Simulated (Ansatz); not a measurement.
# How well the gap of BaSrTi2O6 (perovskite [001] superlattice) can be computed, part 2 of 2

Wanted: the gap of BaSrTi2O6 (perovskite [001] superlattice) by functionals, hybrids and G0W0, carried to the basis limit, with what remains uncertain.

Ansatz 0.2.0; density functionals, hybrids, G0W0, plane waves, PAW. Known limits of the many-body steps: not at the basis limit; no spin-orbit coupling.

So far. Step 3 (PBEsol bands): The gap is indirect, with the least direct gap 0.40 eV higher.

## (4) PBEsol+SOC

Spin-orbit coupling can split or shift the edges; a non-collinear run measures by how much.

This step: DFT, PBEsol with spin-orbit coupling, plane waves, PAW; PAW set soft_1.

Contents of input.yaml:

```yaml
crystal:
  lattice:
    - [3.9230183724, 0.0, 0.0]
    - [0.0, 3.9230183724, 0.0]
    - [0.0, 0.0, 15.891451069]
  atoms:
    - { symbol: Sr, position: [0.0, 0.0, 0.056563162] }
    - { symbol: O, position: [0.5, 0.5, 0.0623640627] }
    - { symbol: Ti, position: [0.5, 0.5, 0.1783899353] }
    - { symbol: O, position: [0.5, 0.0, 0.1855802327] }
    - { symbol: O, position: [0.0, 0.5, 0.1855802327] }
    - { symbol: Sr, position: [0.0, 0.0, 0.3018132738] }
    - { symbol: O, position: [0.5, 0.5, 0.3076801959] }
    - { symbol: Ti, position: [0.5, 0.5, 0.4229808387] }
    - { symbol: O, position: [0.5, 0.0, 0.4288802332] }
    - { symbol: O, position: [0.0, 0.5, 0.4288802332] }
    - { symbol: Ba, position: [0.0, 0.0, 0.5534579145] }
    - { symbol: O, position: [0.5, 0.5, 0.560056261] }
    - { symbol: Ti, position: [0.5, 0.5, 0.677666613] }
    - { symbol: O, position: [0.5, 0.0, 0.6850606824] }
    - { symbol: O, position: [0.0, 0.5, 0.6850606824] }
    - { symbol: Ba, position: [0.0, 0.0, 0.8085657876] }
    - { symbol: O, position: [0.5, 0.5, 0.8147682558] }
    - { symbol: Ti, position: [0.5, 0.5, 0.9331207648] }
    - { symbol: O, position: [0.5, 0.0, 0.9417054133] }
    - { symbol: O, position: [0.0, 0.5, 0.9417054133] }
kpoints:
  mp_grid: { grid: [6, 6, 2] }
  band_path:
    path:
      - [0.0, 0.0, 0.0]
      - [0.0, 0.5, 0.0]
      - [0.5, 0.5, 0.0]
      - [0.0, 0.0, 0.5]
      - [0.0, 0.5, 0.5]
      - [0.5, 0.5, 0.5]
    npoints: 1
hamiltonian:
  xc: pbesol
  pseudopotentials: { kind: paw_fr, azcp: { folder: soft_1 }, xc_functional: pbe }
scf:
  occupations: { method: fixed }
  n_extra_bands: 20
magnetization:
  noncollinear: true
  spin_orbit: true
output:
  eigenvalues: true
  forces: true
  stress: true
```

Launch:

```bash
> ansatz run input.yaml --threads 3 --pin off --max-ram 92160MiB --backend cuda --events-out ev --progress --plain --runs-dir out --devices 1 --max-vram 13GiB
```

Numbers of over 12 decimals in the logs are rounded to 6 here.

Output:

```text
[...]
GPUs: using 1 of 1 available (devices: 1).
[...]
non-collinear run that drives no moment, with spin-orbit: no starting moment large enough to seed its density (crystal.atoms[].spin), no starting occupations that ask for one, no magnetisation constraint and no magnetic field, so the semilocal B_xc is pinned to zero
[...]
k-point 1: bands = [... 156 lower, 9.7476, 9.7476, 9.8183, 9.8183, 12.0572, 12.0572, 12.0816, 12.0816, ... 16 higher]
  k-point 2: bands = [... 156 lower, 9.5559, 9.5739, 9.6871, 9.7185, 12.3321, 12.3372, 12.6087, 12.6136, ... 16 higher]
  k-point 19: bands = [... 156 lower, 10.1633, 10.1633, 10.1979, 10.1979, 14.0532, 14.0532, 14.0702, 14.0702, ... 16 higher]
[key lines of the parts left out:]
SCF converged after 13 iterations
Magnetization: |M| = 0.0000 μB,  M = (+0.0000, +0.0000, +0.0000) μB
Free energy (F): -35380.606148 eV
Fermi energy:    10.199173 eV
P = ⅓ Tr σ = -0.0092 GPa (-0.092 kbar)
```

Wall time 9.9 s (1 × NVIDIA H100 80GB HBM3 (shared by 6 runs) with 3 threads of AMD EPYC 7R13 (Zen 3), shared host); peak memory 1.3 GiB; 20 s of CPU time.

This step gave:

```yaml
pressure: -0.009179 GPa
gap: 1.847 eV
valence_top_at: M
conduction_bottom_at: Γ
least_direct_gap: 2.207 eV
```

The gap is that of PBEsol.

## (5) HSE06

HSE06 mixes in a quarter of exact exchange at short range. Exchange couples all pairs of k points, which makes a full band path dear, so levels are read on the mesh and at chosen points.

This step: DFT, HSE06, plane waves, PAW; PAW set soft_1.

input.yaml: that of step 4 with these lines changed.

```diff
@@ -27,3 +27,3 @@
 kpoints:
-  mp_grid: { grid: [6, 6, 2] }
+  mp_grid: { grid: [4, 4, 2] }
   band_path:
@@ -38,13 +38,8 @@
 hamiltonian:
-  xc: pbesol
-  pseudopotentials: { kind: paw_fr, azcp: { folder: soft_1 }, xc_functional: pbe }
+  xc: hse06
+  pseudopotentials: { kind: paw, azcp: { folder: soft_1 } }
 scf:
   occupations: { method: fixed }
-  n_extra_bands: 20
-magnetization:
-  noncollinear: true
-  spin_orbit: true
+  n_extra_bands: 10
 output:
   eigenvalues: true
-  forces: true
-  stress: true
```

Output:

```text
[...]
GPUs: using 1 of 1 available (devices: 1).
[...]
davidson cushion auto → on  (no smearing: the cushion is to keep the highest requested band from converging to the state above it; pin scf.eigensolver.cushion to override)
[...]
GPU FFT provider: cuFFT
GPU libraries: cuBLAS 13.8.2, cuFFT 12.4.0, cuSOLVER 12.3.4
Crystal: 20 atoms, lattice volume = 244.571 Å³
Basis set: ecut = 420 eV, 4821 PW (Γ)
[...]
Fermi energy:    9.329645 eV
[...]
--- Band table (eV; the first three rows and the last of 12) ---
  k-point 0: bands = [... 76 lower, 8.7201, 8.8508, 8.9248, 8.9248, 12.6540, 12.7315, 12.7645, 12.8714, ... 6 higher]
  k-point 1: bands = [... 76 lower, 8.8145, 8.8145, 8.8965, 8.8965, 12.6603, 12.7102, 12.7837, 12.8672, ... 6 higher]
  k-point 2: bands = [... 76 lower, 8.5139, 8.5240, 8.6305, 8.6637, 12.9785, 13.7169, 13.7435, 13.7488, ... 6 higher]
  k-point 11: bands = [... 76 lower, 9.2435, 9.2551, 9.2862, 9.3290, 14.8246, 14.8246, 14.8674, 14.8674, ... 6 higher]
[key lines of the parts left out:]
Free energy (F): -35839.681464 eV
```

Wall time 78 s (1 × NVIDIA H100 80GB HBM3 (shared by 6 runs) with 3 threads); peak memory 2.1 GiB.

This step gave:

| Item | Value |
| --- | --- |
| gap | 3.324 eV |
| valence top at | M |
| conduction bottom at | Γ |
| least direct gap | 3.729 eV |

The gap stands +1.48 eV against PBEsol.

## (6) G0W0, 6×6×2 mesh, 339 empty bands, screening to 72 eV, PAW set soft_1 files

G0W0 replaces the xc potential by the self-energy, built once from these orbitals. Only a window of levels is corrected, while the sums run over the empty bands that the input names. This step takes PAW set soft_1 files.

This step: G0W0 on PBEsol, plane waves, PAW; PAW set soft_1.

input.yaml: that of step 5 with these lines changed.

```diff
@@ -27,19 +27,13 @@
 kpoints:
-  mp_grid: { grid: [4, 4, 2] }
-  band_path:
-    path:
-      - [0.0, 0.0, 0.0]
-      - [0.0, 0.5, 0.0]
-      - [0.5, 0.5, 0.0]
-      - [0.0, 0.0, 0.5]
-      - [0.0, 0.5, 0.5]
-      - [0.5, 0.5, 0.5]
-    npoints: 1
+  mp_grid: { grid: [6, 6, 2] }
 hamiltonian:
-  xc: hse06
-  pseudopotentials: { kind: paw, azcp: { folder: soft_1 } }
+  xc: pbesol
+  pseudopotentials: { kind: paw, azcp: { folder: soft_1 }, xc_functional: pbe }
 scf:
   occupations: { method: fixed }
-  n_extra_bands: 10
-output:
-  eigenvalues: true
+gw:
+  n_empty_bands: 339
+  ecut_chi: 72
+  qp_bands: [v4, c4]
+  qp_kpoints: band_edges
+  screening: { model: contour_deformation }
```

Output:

```text
GPUs: using 1 of 1 available (devices: 1).
[...]
GPU FFT provider: cuFFT
GPU libraries: cuBLAS 13.8.2, cuFFT 12.4.0, cuSOLVER 12.3.4
Crystal: 20 atoms, lattice volume = 244.571 Å³
Basis set: ecut = 420 eV, 4821 PW (Γ)
Bands: 100, of which v1, the nominal top of the filled ones, is band 80 counted from 1 (79 counted from 0)
Symmetry: 8 space group operations
[...]
k-points: 20 of 72
[...]
19    80     10.2007   -25.9046     4.9786   -20.8198  0.7291    10.0943    10.0945  root
    19    81     14.0649   -14.6884    -6.8112   -23.1745  0.6997    15.8434    15.7398  root ?
    19    82     14.0649   -14.6884    -6.8112   -23.1745  0.6997    15.8434    15.7398  root ?
    19    83     14.0945   -14.7794    -6.7520   -23.2209  0.7018    15.8865    15.7840  root ?
    19    84     14.0945   -14.7794    -6.7520   -23.2209  0.7018    15.8865    15.7840  root ?
[key lines of the parts left out:]
SCF converged after 12 iterations
Free energy (F): -35369.787592 eV
Fermi energy:    10.201705 eV
```

It took 91 s on 1 × NVIDIA H100 80GB HBM3 (shared by 6 runs) with 3 threads; peak memory 2.5 GiB; 2.4 min of CPU time.

Numbers from this step:

```
bands summed                                 : 419
RPA ε∞ on this mesh (eigenvalues)            : 5.743, 6.212, 6.212
plane waves in the screening matrix          : 345
G0W0 gap on the mesh                         : 3.577 eV
k of the valence top                         : -0.5, -0.5, 0
k of the conduction bottom                   : 0, 0, 0
starting gap on the mesh                     : 1.848 eV
least direct G0W0 gap on the computed points : 3.910 eV
```

The gap on the mesh goes from 1.85 eV to 3.58 eV, a correction of +1.73 eV. Between the two edge states, bare exchange in place of the xc potential would open the gap by 12.76 eV, and correlation takes back 11.03 eV.

## (7) G0W0, 6×6×2 mesh, 823 empty bands, screening to 130 eV, PAW set soft_1 files

Bands and screening cutoff are moved together, since each hides the error of the other.

input.yaml: that of step 6 with these lines changed.

```diff
@@ -34,4 +34,4 @@
 gw:
-  n_empty_bands: 339
-  ecut_chi: 72
+  n_empty_bands: 823
+  ecut_chi: 130.0
   qp_bands: [v4, c4]
```

Output:

```text
GPUs: using 1 of 1 available (devices: 1).
[...]
GPU FFT provider: cuFFT
GPU libraries: cuBLAS 13.8.2, cuFFT 12.4.0, cuSOLVER 12.3.4
Crystal: 20 atoms, lattice volume = 244.571 Å³
Basis set: ecut = 420 eV, 4821 PW (Γ)
Bands: 100, of which v1, the nominal top of the filled ones, is band 80 counted from 1 (79 counted from 0)
Symmetry: 8 space group operations
[...]
k-points: 20 of 72
[...]
GPU buffer pool allocated for 78732 grid points (all kernels)
[...]
SCF iter   1: F=—  HF=-35371.762106 eV  |F-HF|=—  |Δ(HF+E_count)|=         —  Δρ=5.52e-2  dr2=1.09e1  ethr=3.10e-3  ⟨swp⟩=4.5  Hψ=6749  notcnv=0  defer=348
[...]
SCF iter  12: F=-35369.787592 eV  HF=-35369.787592 eV  |F-HF|=4.23e-8  |Δ(HF+E_count)|=   5.69e-8  Δρ=5.72e-6  dr2=7.42e-8  ethr=6.25e-11  ⟨swp⟩=14.1  Hψ=10915  notcnv=0
SCF 1 converged in 12 iterations: F = -35369.787592 eV  dr2 = 7.42e-8
[...]
G₀W₀ screening: q 1/20
[... further progress lines ...]
SCF converged after 12 iterations
Free energy (F): -35369.787592 eV
[...]
Internal energy: -35369.787592 eV  (E = F + TS)
E sigma→0 (E₀):  -35369.787592 eV
Fermi energy:    10.201705 eV
[...]
--- Band table (eV; the first three rows and the last of 20) ---
  k-point 0: bands = [... 76 lower, 9.6287, 9.7581, 9.8025, 9.8025, 12.0495, 12.1172, 12.1305, 12.2248, ... 16 higher]
  k-point 1: bands = [... 76 lower, 9.7086, 9.7086, 9.7799, 9.7799, 12.0603, 12.0848, 12.1578, 12.2192, ... 16 higher]
  k-point 2: bands = [... 76 lower, 9.3794, 9.4245, 9.5699, 9.6951, 12.3380, 12.6151, 12.6506, 12.6631, ... 16 higher]
  k-point 19: bands = [... 76 lower, 10.1298, 10.1392, 10.1665, 10.2007, 14.0649, 14.0649, 14.0945, 14.0945, ... 16 higher]
[...]
0    77      9.6287   -25.8236     4.4138   -21.0360  0.7292     9.2523     9.2550  root
     0    78      9.7581   -26.0996     4.3772   -21.3696  0.7309     9.4029     9.4052  root
     0    79      9.8025   -25.6850     4.2117   -21.1360  0.7310     9.4632     9.4652  root
     0    80      9.8025   -25.6850     4.2117   -21.1360  0.7310     9.4632     9.4652  root
     0    81     12.0495   -12.6333    -6.3933   -20.3116  0.7437    13.3653    13.3345  root
     0    82     12.1172   -12.7602    -6.4873   -20.5543  0.7411    13.4568    13.4241  root
     0    83     12.1305   -12.7083    -6.4973   -20.5143  0.7417    13.4720    13.4392  root
     0    84     12.2248   -12.8480    -6.6169   -20.7989  0.7386    13.5941    13.5589  root
     1    77      9.7086   -25.8078     4.3160   -21.1277  0.7303     9.3421     9.3445  root
     1    78      9.7086   -25.8078     4.3160   -21.1277  0.7303     9.3421     9.3445  root
     1    79      9.7799   -25.7111     4.2637   -21.1065  0.7304     9.4369     9.4390  root
     1    80      9.7799   -25.7111     4.2637   -21.1065  0.7304     9.4369     9.4390  root
     1    81     12.0603   -12.6880    -6.4149   -20.3888  0.7426    13.3773    13.3462  root
     1    82     12.0848   -12.6191    -6.4279   -20.3467  0.7436    13.4162    13.3845  root
     1    83     12.1578   -12.8228    -6.5480   -20.6875  0.7396    13.5082    13.4744  root
     1    84     12.2192   -12.8197    -6.6039   -20.7560  0.7391    13.5866    13.5515  root
     2    77      9.3794   -25.4322     4.4809   -20.5664  0.7222     8.9914     8.9945  root
     2    78      9.4245   -25.3496     4.4687   -20.4978  0.7223     9.0383     9.0414  root
     2    79      9.5699   -25.3635     4.0386   -21.0005  0.7306     9.2436     9.2455  root
     2    80      9.6951   -25.9363     4.3703   -21.2102  0.7305     9.3370     9.3393  root
     2    81     12.3380   -13.1952    -6.0772   -20.5422  0.7414    13.6381    13.6078  root
     2    82     12.6151   -13.6353    -6.2829   -21.1793  0.7308    13.9095    13.8762  root
     2    83     12.6506   -13.6514    -6.3416   -21.2712  0.7302    13.9634    13.9287  root
     2    84     12.6631   -13.5914    -6.3531   -21.2239  0.7309    13.9769    13.9425  root
[...]
19    77     10.1298   -25.7783     4.7069   -20.6887  0.7216     9.7443     9.7472  root
    19    78     10.1392   -25.8239     4.7432   -20.7160  0.7211     9.7719     9.7745  root
    19    79     10.1665   -25.8794     4.7296   -20.7875  0.7216     9.8016     9.8042  root
    19    80     10.2007   -25.9046     4.6996   -20.8198  0.7224     9.8126     9.8155  root
    19    81     14.0649   -14.6884    -7.1711   -23.1745  0.6938    15.4383    15.3799  root
    19    82     14.0649   -14.6884    -7.1711   -23.1745  0.6938    15.4383    15.3799  root
    19    83     14.0945   -14.7794    -7.1133   -23.2209  0.6960    15.4807    15.4227  root
    19    84     14.0945   -14.7794    -7.1133   -23.2209  0.6960    15.4807    15.4227  root
```

The job ended after 5.9 min (1 × NVIDIA H100 80GB HBM3 (shared by 6 runs) with 3 threads; peak memory 5.5 GiB; 11 min of CPU time).

Numbers from this step:

* bands summed: 903
* RPA ε∞ on this mesh (eigenvalues): 5.673, 6.140, 6.140
* plane waves in the screening matrix: 841
* q-points in the mesh: 72
* G0W0 gap on the mesh: 3.515 eV
* k of the valence top: -0.5, -0.5, 0
* k of the conduction bottom: 0, 0, 0
* starting gap on the mesh: 1.848 eV
* Z at the valence top: 0.7224
* Z at the conduction bottom: 0.7437
* least direct G0W0 gap on the computed points: 3.869 eV

Against the run with 6×6×2 mesh, 339 empty bands, screening to 72 eV, PAW set soft_1 files, the gap moves by −0.06 eV.

Limits: finite bands, cutoff and mesh; no spin-orbit coupling. v1 is the top filled band, c1 the lowest empty one. Levels before and after the correction, in eV, zero at the valence-band top of each column:

```tsv
	conduction bottom	valence top
Kohn-Sham	1.85	0.00
G0W0	3.52	0.00
```

```tsv
	level	occupation	energy (eV)
Kohn-Sham	Γ v3	2	-0.444
Kohn-Sham	Γ v2-v1	2	-0.399
Kohn-Sham	Γ c1	0	1.848
Kohn-Sham	Γ c2	0	1.916
Kohn-Sham	Γ c3	0	1.929
Kohn-Sham	(-0.5 -0.5 0) v3	2	-0.050
Kohn-Sham	(-0.5 -0.5 0) v2	2	-0.045
Kohn-Sham	(-0.5 -0.5 0) v1	2	0.000
Kohn-Sham	(-0.5 -0.5 0) c1-c2	0	3.803
Kohn-Sham	(-0.5 -0.5 0) c3	0	4.068
G0W0	Γ v3	2	-0.414
G0W0	Γ v2-v1	2	-0.354
G0W0	Γ c1	0	3.515
G0W0	Γ c2	0	3.605
G0W0	Γ c3	0	3.620
G0W0	(-0.5 -0.5 0) v3	2	-0.024
G0W0	(-0.5 -0.5 0) v2	2	-0.037
G0W0	(-0.5 -0.5 0) v1	2	0.000
G0W0	(-0.5 -0.5 0) c1-c2	0	5.507
G0W0	(-0.5 -0.5 0) c3	0	5.774
```

The parts of the quasiparticle energy at the two band edges (eV; QP = start + Σx + Σc − Vxc):

```tsv
run	edge	start	Σx	Σc	Vxc	Z	QP
419 bands	valence top	10.20	-25.91	4.98	-20.83	0.73	10.10
419 bands	conduction bottom	12.05	-12.63	-6.05	-20.31	0.75	13.67
903 bands	valence top	10.20	-25.91	4.70	-20.83	0.72	9.82
903 bands	conduction bottom	12.05	-12.63	-6.39	-20.31	0.74	13.33
```

## (8) The ladder

Times are wall times on 1 × NVIDIA H100 80GB HBM3 (shared by 6 runs) with 3 threads of AMD EPYC 7R13 (Zen 3), shared host, good to a factor of about two. G0W0 rows are gaps on the mesh, lowered by the amount that the mesh misses the start's edges, a rough step that assumes the same correction there.

```tsv
level	gap (eV)	least direct gap (eV)	time
PBEsol	1.85	2.25	19 s
PBEsol+SOC	1.85	2.21	9.9 s
HSE06	3.32	3.73	78 s
G0W0@PBEsol (339 empty bands)	3.58	-	91 s
G0W0@PBEsol (823 empty bands)	3.52	-	5.9 min
```

## (9) Adding up the best estimate

```tsv
term	eV	running total (eV)
G0W0 on the mesh, top rung	3.515	3.515
to the limit, by a line in one over the bands through the two top rungs	−0.053	3.462
spin-orbit change, from PBEsol	−0.001	3.462
```

## (10) What came out

```
PBEsol gap                                        : 1.85 eV, indirect
HSE06                                             : 3.32 eV
G0W0, top rung on the mesh                        : 3.52 eV
best estimate, G0W0@PBEsol with spin-orbit change : 3.46 eV
GW settings of the top rung                       : 6×6×2 mesh, 823 empty bands, screening to 130 eV, PAW set soft_1 files
known limits                                      : one-shot GW, static lattice; one k mesh, untested
```

The best estimate for G0W0@PBEsol is 3.46 eV, indirect by PBEsol+SOC, against 1.85 eV at the start (both with spin-orbit coupling). The limit rests on the two highest rungs, unchecked by another pair. Among the functionals HSE06 comes nearest: −0.14 eV from the estimate. All runs took 11 min, 67 % of it in G0W0.

[Paths, hosts, dates, memory and timing lines, banners, echoed tables and standing remarks are left out of the program output.]

[Logs are printed without paths, hosts, clocks, repeated set-up lines and the standing remarks that a program may print on its own settings, such as how far it seeks lower states.]

[Runs of the session that timed out or met a known fault of the program may be left out.]

[Cells called generated may have been cut or substituted from an entry of the Crystallography Open Database or the Materials Project.]

[Hosts, paths, dates, database ids (printed as entryN), source tags and the programs' standing remarks are cut or masked in the printed files.]
